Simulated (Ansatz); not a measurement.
# Au wire along [100], 12 atoms a period: bands along the axis

Wanted: the relaxed geometry and the bands of the Au wire along [100], 12 atoms a period.

Program: Ansatz 0.2.0. Level of theory: DFT PBE, plane waves, PAW; relaxation of a wire's period; PAW set soft_1, in the first sound run; inputs show where later runs differ. Results are calculated unless marked as measured.

## Step 1: The starting structure

The cell holds 12 atoms: 12 Au. Cell: a = 13.040 Å, b = 13.040 Å, c = 4.160 Å, α = 90.0°, β = 90.0°, γ = 90.0°. Vacuum lies along a and b. The structure's axis is c.

## Step 2: The relaxed wire

Band widths follow the bond lengths, so the wire is relaxed first. The atoms and the third cell vector are free; the box across stays fixed as vacuum. A Fermi-Dirac smearing is set since the result may be a metal. The pressure printed is a third of the stress's trace over the whole box, vacuum included; only the stress along the axis is relaxed.

File input.yaml:

```yaml
crystal:
  lattice:
    - [13.04, 0.0, 0.0]
    - [0.0, 13.04, 0.0]
    - [0.0, 0.0, 4.16]
  atoms:
    - { symbol: Au, position: [0.260736196, 0.579754601, 0.0] }
    - { symbol: Au, position: [0.420245399, 0.420245399, 0.0] }
    - { symbol: Au, position: [0.420245399, 0.739263804, 0.0] }
    - { symbol: Au, position: [0.579754601, 0.260736196, 0.0] }
    - { symbol: Au, position: [0.579754601, 0.579754601, 0.0] }
    - { symbol: Au, position: [0.739263804, 0.420245399, 0.0] }
    - { symbol: Au, position: [0.260736196, 0.420245399, 0.5] }
    - { symbol: Au, position: [0.420245399, 0.260736196, 0.5] }
    - { symbol: Au, position: [0.420245399, 0.579754601, 0.5] }
    - { symbol: Au, position: [0.579754601, 0.420245399, 0.5] }
    - { symbol: Au, position: [0.579754601, 0.739263804, 0.5] }
    - { symbol: Au, position: [0.739263804, 0.579754601, 0.5] }
kpoints:
  mp_grid: { grid: [1, 1, 20] }
scf:
  occupations: { method: fermi_dirac, width: 0.05 }
hamiltonian:
  xc: pbe
  pseudopotentials: { kind: paw, azcp: { folder: soft_1 } }
relax:
  cell: { fix: [a, b, alpha, beta, gamma] }
  max_steps: 45
  f_tol: 0.03
```

On the command line:

```
$ ansatz run input.yaml --threads 4 --pin off --max-ram 16384MiB --backend cpu --events-out ev --progress --plain --runs-dir out
```

Numbers of over 12 decimals in the logs are rounded to 6 here.

Log:

```text
Engine: ansatz 0.2.0, aarch64-unknown-linux-gnu
Pseudopotentials: kind: paw
Pseudopotential: Au, paw, valence charge 19, recommended cutoff 420 eV (normal), soft_1/Au.paw.azcp
Functional definition: PBE
  parameter kappa = 0.804
  parameter beta = 0.066725
  exchange = pbe_x(kappa = kappa, mu = beta*pi^2/3)
  correlation = pbe_c(beta = beta)
Crystal: 12 atoms, lattice volume = 707.373 Å³
Basis set: ecut = 420 eV, 13749 PW (Γ), exchange–correlation on 180×180×60 points (8 copies of the dense FFT grid, shifted against one another)
Bands: 137, of which v1, the nominal top of the filled ones, is band 114 counted from 1 (113 counted from 0)
Symmetry: 16 space group operations
Space group: P42/mcm (ITA 132), of the structure as read, at distance tolerance 8.9e-5 Å
k-points: 11 of 20
Non-local potential: Au, projectors of the file, l = 0: 3, l = 1: 2, l = 2: 2, l = 3: 1
PAW form: soft (Blöchl's): semilocal exchange-correlation on the pseudo side does not see the compensation charge
PAW one-centre angular grid: Au, 590 points (default); XC on 64 Gauss nodes
Initial density: superposition of atomic densities (neutral atoms: chi_scale 0, normalization atom)
Initial wavefunctions: pseudopotential atomic-orbital guess
Functional: x = pbe(κ = 0.804, μ = 0.219515), c = pbe(β = 0.066725)
SCF iter   1: F=—  HF=-157809.093348 eV  |F-HF|=—  |Δ(HF+E_count)|=         —  Δρ=2.89e-2  dr2=7.43e0  ethr=3.10e-3  ⟨swp⟩=6.5  Hψ=5794  notcnv=0  defer=53
preconditioner: auto → LDOS  [metal: Δε(μ)=0.072 eV  Ē_g=6.927 eV  σ=0.050 eV  W_gap=0.32  n_scr=142 (ndim 8)  ℏωp=16.0 eV  f_vac=0.586  D(μ)=4.19/eV (n_scr^D=12)  β→1.0]
SCF iter   2: F=—  HF=-157809.700115 eV  |F-HF|=—  |Δ(HF+E_count)|=   6.07e-1  Δρ=3.33e-2  dr2=8.39e0  ethr=3.10e-3  ⟨swp⟩=3.0  Hψ=3155  notcnv=0  defer=141
SCF iter   3: F=—  HF=-157807.019501 eV  |F-HF|=—  |Δ(HF+E_count)|=    2.68e0  Δρ=2.84e-3  dr2=3.54e-2  ethr=3.10e-3  ⟨swp⟩=2.3  Hψ=2876  notcnv=0  defer=141
SCF iter   4: F=—  HF=-157807.021887 eV  |F-HF|=—  |Δ(HF+E_count)|=   2.39e-3  Δρ=1.25e-3  dr2=2.28e-2  ethr=1.55e-5  ⟨swp⟩=2.0  Hψ=3036  notcnv=0  defer=141
SCF iter   5: F=—  HF=-157807.017787 eV  |F-HF|=—  |Δ(HF+E_count)|=   4.10e-3  Δρ=3.73e-4  dr2=5.89e-4  ethr=1.00e-5  ⟨swp⟩=2.0  Hψ=2152  notcnv=0  defer=141
SCF iter   6: F=—  HF=-157807.018257 eV  |F-HF|=—  |Δ(HF+E_count)|=   4.71e-4  Δρ=8.07e-5  dr2=4.89e-5  ethr=2.58e-7  ⟨swp⟩=2.0  Hψ=2118  notcnv=0  defer=141
SCF iter   7: F=—  HF=-157807.018546 eV  |F-HF|=—  |Δ(HF+E_count)|=   2.89e-4  Δρ=2.22e-5  dr2=3.22e-6  ethr=2.14e-8  ⟨swp⟩=2.0  Hψ=2128  notcnv=0  defer=141
SCF iter   8: F=—  HF=-157807.018547 eV  |F-HF|=—  |Δ(HF+E_count)|=   6.04e-7  Δρ=8.29e-6  dr2=6.05e-7  ethr=1.41e-9  ⟨swp⟩=2.0  Hψ=2496  notcnv=0  defer=141
SCF iter   9: F=-157807.018547 eV  HF=-157807.018547 eV  |F-HF|=1.68e-8  |Δ(HF+E_count)|=   1.60e-7  Δρ=2.61e-6  dr2=6.06e-8  ethr=4.39e-11  ⟨swp⟩=3.2  Hψ=5655  notcnv=0
SCF 1 converged in 9 iterations: F = -157807.018547 eV  dr2 = 6.06e-8
  greatest PAW one-centre occupation: 1.000 electrons in one spin orbital (limit 2), on the Au atom at site 9 (counted from 0), in its partial waves of l = 0
relax step   1: F+E_penalty+E_count = -157807.01854712 eV  Δ(F+E_penalty+E_count) = +0.000e0 eV  max|allowed force component| = 6.706e-1 eV/Å  Δτ_max = 0.0000 Å  P = -2.233 GPa  Ω = 707.373 Å³  fix = [a, b, alpha, beta, gamma]  reactions: a -2.061, b -2.061 GPa  (9 SCF iters, dr2 threshold 1.00e-7 eV, accepted)
Crystal: 12 atoms, lattice volume = 683.270 Å³
Basis set: ecut = 420 eV, 13381 PW (Γ), exchange–correlation on 180×180×60 points (8 copies of the dense FFT grid, shifted against one another)
Initial density: handed on by an earlier stage of this run
Initial wavefunctions: those handed on with the density
iter 1 solved again at ethr=2.26e-4 eV; its pass at ethr=3.10e-3 eV (dr2=5.15e-1 eV) is discarded
SCF iter   1: F=—  HF=-157807.367334 eV  |F-HF|=—  |Δ(HF+E_count)|=         —  Δρ=7.78e-3  dr2=5.17e-1  ethr=2.26e-4  ⟨swp⟩=4.4  Hψ=7723  notcnv=0
preconditioner: auto → LDOS  [insulator: Δε(μ)=0.170 eV  Ē_g=7.785 eV  σ=0.050 eV  W_gap=0.50  n_scr=142 (ndim 8)  ℏωp=16.3 eV  f_vac=0.607  D(μ)=3.10/eV (n_scr^D=8)  ε∞_Penn≈5.4  β→1.0]
SCF iter   2: F=—  HF=-157807.496275 eV  |F-HF|=—  |Δ(HF+E_count)|=   1.29e-1  Δρ=8.59e-3  dr2=1.04e0  ethr=2.26e-4  ⟨swp⟩=4.4  Hψ=3307  notcnv=0
SCF iter   3: F=—  HF=-157807.257215 eV  |F-HF|=—  |Δ(HF+E_count)|=   2.39e-1  Δρ=1.77e-3  dr2=3.66e-2  ethr=2.26e-4  ⟨swp⟩=2.9  Hψ=2517  notcnv=0  defer=149
SCF iter   4: F=—  HF=-157807.249888 eV  |F-HF|=—  |Δ(HF+E_count)|=   7.33e-3  Δρ=4.04e-4  dr2=1.36e-3  ethr=1.60e-5  ⟨swp⟩=2.8  Hψ=3122  notcnv=0  defer=149
SCF iter   5: F=—  HF=-157807.249518 eV  |F-HF|=—  |Δ(HF+E_count)|=   3.70e-4  Δρ=7.24e-5  dr2=4.28e-5  ethr=5.95e-7  ⟨swp⟩=2.5  Hψ=2581  notcnv=0  defer=149
SCF iter   6: F=—  HF=-157807.249756 eV  |F-HF|=—  |Δ(HF+E_count)|=   2.38e-4  Δρ=1.89e-5  dr2=2.05e-6  ethr=1.88e-8  ⟨swp⟩=2.0  Hψ=2130  notcnv=0  defer=149
SCF iter   7: F=-157807.249756 eV  HF=-157807.249757 eV  |F-HF|=8.80e-7  |Δ(HF+E_count)|=   1.30e-6  Δρ=7.97e-6  dr2=1.11e-6  ethr=5.26e-10  ⟨swp⟩=5.0  Hψ=5509  notcnv=0
SCF 2 converged in 7 iterations: F = -157807.249756 eV  dr2 = 1.11e-6
relax step   2: F+E_penalty+E_count = -157807.24975649 eV  Δ(F+E_penalty+E_count) = -2.312e-1 eV  max|allowed force component| = 7.193e-1 eV/Å  Δτ_max = 0.1949 Å  P = +2.416 GPa  Ω = 683.270 Å³  energy of the carried Pulay correction = +2.487e-3 eV  fix = [a, b, alpha, beta, gamma]  reactions: a +2.397, b +2.397 GPa  (7 SCF iters, dr2 threshold 1.20e-6 eV, accepted)
Crystal: 12 atoms, lattice volume = 693.761 Å³
Basis set: ecut = 420 eV, 13525 PW (Γ), exchange–correlation on 180×180×60 points (8 copies of the dense FFT grid, shifted against one another)
iter 1 solved again at ethr=7.34e-5 eV; its pass at ethr=3.10e-3 eV (dr2=1.67e-1 eV) is discarded
SCF iter   1: F=—  HF=-157807.611201 eV  |F-HF|=—  |Δ(HF+E_count)|=         —  Δρ=4.29e-3  dr2=1.81e-1  ethr=7.34e-5  ⟨swp⟩=3.3  Hψ=7421  notcnv=0
preconditioner: auto → LDOS  [insulator: Δε(μ)=0.143 eV  Ē_g=7.629 eV  σ=0.050 eV  W_gap=0.50  n_scr=142 (ndim 8)  ℏωp=16.2 eV  f_vac=0.593  D(μ)=3.73/eV (n_scr^D=12)  ε∞_Penn≈5.5  β→1.0]
SCF iter   2: F=—  HF=-157807.655411 eV  |F-HF|=—  |Δ(HF+E_count)|=   4.42e-2  Δρ=4.50e-3  dr2=3.95e-1  ethr=7.34e-5  ⟨swp⟩=4.2  Hψ=3899  notcnv=0
SCF iter   3: F=—  HF=-157807.577707 eV  |F-HF|=—  |Δ(HF+E_count)|=   7.77e-2  Δρ=9.12e-4  dr2=1.45e-2  ethr=7.34e-5  ⟨swp⟩=2.4  Hψ=2526  notcnv=0  defer=69
[...]
SCF 3 converged in 7 iterations: F = -157807.575379 eV  dr2 = 9.63e-8
relax step   3: F+E_penalty+E_count = -157807.57537896 eV  Δ(F+E_penalty+E_count) = -3.256e-1 eV  max|allowed force component| = 1.178e-1 eV/Å  Δτ_max = 0.1053 Å  P = -0.483 GPa  Ω = 693.761 Å³  energy of the carried Pulay correction = +1.387e-3 eV  fix = [a, b, alpha, beta, gamma]  reactions: a -0.432, b -0.432 GPa  (7 SCF iters, dr2 threshold 1.20e-6 eV, accepted)
[...]
relax step   4: F+E_penalty+E_count = -157807.59274934 eV  Δ(F+E_penalty+E_count) = -1.737e-2 eV  max|allowed force component| = 2.597e-2 eV/Å  Δτ_max = 0.0130 Å  P = -0.106 GPa  Ω = 690.775 Å³  energy of the carried Pulay correction = +1.697e-3 eV  fix = [a, b, alpha, beta, gamma]  reactions: a -0.095, b -0.095 GPa  (5 SCF iters, dr2 threshold 8.67e-7 eV, accepted)
[...]
relax step   5: F+E_penalty+E_count = -157807.59385857 eV  Δ(F+E_penalty+E_count) = -1.109e-3 eV  max|allowed force component| = 1.029e-2 eV/Å  Δτ_max = 0.0017 Å  P = -0.029 GPa  Ω = 689.227 Å³  energy of the carried Pulay correction = +1.859e-3 eV  fix = [a, b, alpha, beta, gamma]  reactions: a -0.029, b -0.029 GPa  (5 SCF iters, dr2 threshold 4.20e-8 eV, accepted)
[...]
relax step   6: F+E_penalty+E_count = -157807.59440622 eV  Δ(F+E_penalty+E_count) = -5.477e-4 eV  max|allowed force component| = 9.127e-3 eV/Å  Δτ_max = 0.0033 Å  P = -0.016 GPa  Ω = 687.815 Å³  energy of the carried Pulay correction = +2.007e-3 eV  fix = [a, b, alpha, beta, gamma]  reactions: a -0.022, b -0.022 GPa  (8 SCF iters, accepted)
[...]
relax step   7: F+E_penalty+E_count = -157807.59514019 eV  Δ(F+E_penalty+E_count) = -7.340e-4 eV  max|allowed force component| = 1.072e-2 eV/Å  Δτ_max = 0.0072 Å  P = -0.022 GPa  Ω = 685.247 Å³  energy of the carried Pulay correction = +2.278e-3 eV  fix = [a, b, alpha, beta, gamma]  reactions: a -0.035, b -0.035 GPa  (8 SCF iters, accepted)
[...]
relax step   8: F+E_penalty+E_count = -157807.59565122 eV  Δ(F+E_penalty+E_count) = -5.110e-4 eV  max|allowed force component| = 5.776e-3 eV/Å  Δτ_max = 0.0068 Å  P = -0.029 GPa  Ω = 682.847 Å³  energy of the carried Pulay correction = +2.532e-3 eV  fix = [a, b, alpha, beta, gamma]  reactions: a -0.045, b -0.045 GPa  (8 SCF iters, accepted)
Basis set: ecut = 420 eV, 13381 PW (Γ), exchange–correlation on 180×180×54 points (8 copies of the dense FFT grid, shifted against one another)
Initial wavefunctions: pseudopotential atomic-orbital guess (no wavefunctions were taken with the density)
iter 1 solved again at ethr=5.95e-7 eV; its pass at ethr=3.10e-3 eV (dr2=1.36e-3 eV) is discarded
SCF iter   1: F=—  HF=-157807.592632 eV  |F-HF|=—  |Δ(HF+E_count)|=         —  Δρ=5.96e-5  dr2=3.99e-6  ethr=5.95e-7  ⟨swp⟩=4.5  Hψ=10143  notcnv=0
preconditioner: auto → LDOS  [insulator: Δε(μ)=0.195 eV  Ē_g=7.635 eV  σ=0.050 eV  W_gap=0.69  n_scr=142 (ndim 8)  ℏωp=16.3 eV  f_vac=0.591  D(μ)=3.88/eV (n_scr^D=12)  ε∞_Penn≈5.6  β→1.0]
SCF iter   2: F=—  HF=-157807.592897 eV  |F-HF|=—  |Δ(HF+E_count)|=   2.64e-4  Δρ=1.71e-5  dr2=1.49e-6  ethr=1.75e-9  ⟨swp⟩=3.0  Hψ=3440  notcnv=0
SCF iter   3: F=—  HF=-157807.592896 eV  |F-HF|=—  |Δ(HF+E_count)|=   4.01e-7  Δρ=8.32e-6  dr2=4.79e-7  ethr=6.53e-10  ⟨swp⟩=2.0  Hψ=2761  notcnv=0
SCF iter   4: F=—  HF=-157807.592896 eV  |F-HF|=—  |Δ(HF+E_count)|=   1.30e-7  Δρ=2.18e-6  dr2=3.15e-8  ethr=2.10e-10  ⟨swp⟩=2.2  Hψ=2179  notcnv=0
SCF iter   5: F=—  HF=-157807.592896 eV  |F-HF|=—  |Δ(HF+E_count)|=   8.79e-9  Δρ=5.11e-7  dr2=3.22e-9  ethr=1.38e-11  ⟨swp⟩=2.4  Hψ=2696  notcnv=0
SCF iter   6: F=-157807.592896 eV  HF=-157807.592896 eV  |F-HF|=5.82e-11  |Δ(HF+E_count)|=  8.15e-10  Δρ=9.74e-8  dr2=6.64e-11  ethr=1.00e-12  ⟨swp⟩=3.6  Hψ=6562  notcnv=0
SCF 9 converged in 6 iterations: F = -157807.592896 eV  dr2 = 6.64e-11
relax step   9: F+E_penalty+E_count = -157807.59289636 eV  Δ(F+E_penalty+E_count) = +2.755e-3 eV  max|allowed force component| = 5.970e-3 eV/Å  Δτ_max = 0.0000 Å  P = -0.028 GPa  Ω = 682.847 Å³  fix = [a, b, alpha, beta, gamma]  reactions: a -0.044, b -0.044 GPa  stress off target by 3.69e-3 GPa on what of the cell is left free  SCF on the basis re-selected at this cell (its energy is not comparable with the rows above)  (6 SCF iters)
basis re-selected at this cell: Δ(F+E_penalty+E_count) = +2.755e-3 eV, ΔP = +0.001 GPa vs the last step (what re-selecting the basis moved, of the pressure what is left beyond the Pulay correction that the steps carried, after the strain that the cell walked since its last selection, with what the two solves' SCF thresholds leave and, on support functions, any second-order correction that the steps lacked; it is no measure of the basis error at this ecutwfc). The dense FFT grid was sized anew with the basis: this SCF ran on 90×90×27 points, the steps before it on 90×90×30, so part of this shift can come from that change (see relax.cell in the input reference). [rest of the remark cut]
SCF converged after 6 iterations
Free energy (F): -157807.592896 eV
Harris-Foulkes:  -157807.592896 eV  (|F-HF|=5.82e-11)
Internal energy: -157807.558491 eV  (E = F + TS)
E sigma→0 (E₀):  -157807.575694 eV
Entropy (-TS):   -0.034405 eV (-2.867 meV/atom)
Fermi energy:    2.802654 eV
--- Per-component energies (eV) ---
  E_band       = -6416.428454
  E_kinetic    = 6937.088233
  E_local      = -125517.555395  (includes V_loc(G=0)·N_el)
  E_nonlocal   = 1182.280125
  E_hartree    = 59434.967712
  E_xc         = -2570.851765
  E_vxc        = -3118.915093  (∫ρ·V_xc dr)
  E_paw        = -116787.527313  (= ΣΔE_a)
  E_vpaw       = -4769.279415  (= ΣTr[D̂ρ^β])
  E_aug_tail   = 0.019658  (compensation charges beyond the density's cutoff)
  E_ewald      = 19514.020255
  E_smearing   = -0.034405  (= −TS)
  E_closure    = -0.000000  (closes the sum)
  Σ components = -157807.592896   (vs F -157807.592896, Δ=0.00e0)
--- Forces (eV/Å), atoms counted from 1 ---
  atom   1  Au    -0.00050587     0.00597013     0.00000000
  atom   2  Au    -0.00064787    -0.00064787     0.00000000
  atom   3  Au    -0.00597013     0.00050587     0.00000000
  atom   4  Au     0.00597013    -0.00050587     0.00000000
  atom   5  Au     0.00064787     0.00064787     0.00000000
  atom   6  Au     0.00050587    -0.00597013     0.00000000
  atom   7  Au    -0.00050587    -0.00597013     0.00000000
  atom   8  Au    -0.00597013    -0.00050587     0.00000000
  atom   9  Au    -0.00064787     0.00064787     0.00000000
  atom  10  Au     0.00064787    -0.00064787     0.00000000
  atom  11  Au     0.00597013     0.00050587     0.00000000
  atom  12  Au     0.00050587     0.00597013     0.00000000
  max |Σ_I F_I| component: 2.82e-18 eV/Å
--- Stress (GPa, compression-positive) ---
       -0.043887       0.000000       0.000000
        0.000000      -0.043887       0.000000
        0.000000       0.000000       0.003686
  P = ⅓ Tr σ = -0.0280 GPa (-0.280 kbar)
--- Relaxed structure (8 steps of the walk, 8 accepted, 1 SCFs on fresh bases) ---
  F+E_penalty+E_count = -157807.59289636 eV   max|allowed force component| = 5.970e-3 eV/Å   (the final SCF, on the basis selected at the relaxed cell)
  cell:  # Å, volume = 682.8465 Å³
    - [13.04, 0.0, 0.0]
    - [0.0, 13.04, 0.0]
    - [0.0, 0.0, 4.015761]
  atoms:
    - { symbol: Au, position: [0.266085, 0.575790, 0.0] }
    - { symbol: Au, position: [0.417269, 0.417269, 0.0] }
    - { symbol: Au, position: [0.424210, 0.733915, 0.0] }
    - { symbol: Au, position: [0.575790, 0.266085, 0.0] }
    - { symbol: Au, position: [0.582731, 0.582731, 0.0] }
    - { symbol: Au, position: [0.733915, 0.424210, 0.0] }
    - { symbol: Au, position: [0.266085, 0.424210, 0.5] }
    - { symbol: Au, position: [0.424210, 0.266085, 0.5] }
    - { symbol: Au, position: [0.417269, 0.582731, 0.5] }
    - { symbol: Au, position: [0.582731, 0.417269, 0.5] }
    - { symbol: Au, position: [0.575790, 0.733915, 0.5] }
    - { symbol: Au, position: [0.733915, 0.575790, 0.5] }
```

Wall time 2.7 min (4 threads of Arm Neoverse V1, shared host); peak memory 2.2 GiB; 11 min of CPU time.

[end of part 1 of 2]

[Logs are printed without paths, hosts, clocks, repeated set-up lines and the standing remarks that a program may print on its own settings, such as how far it seeks lower states.]

[Hosts, paths, dates, database ids (printed as entryN), source tags and the programs' standing remarks are cut or masked in the printed files.]
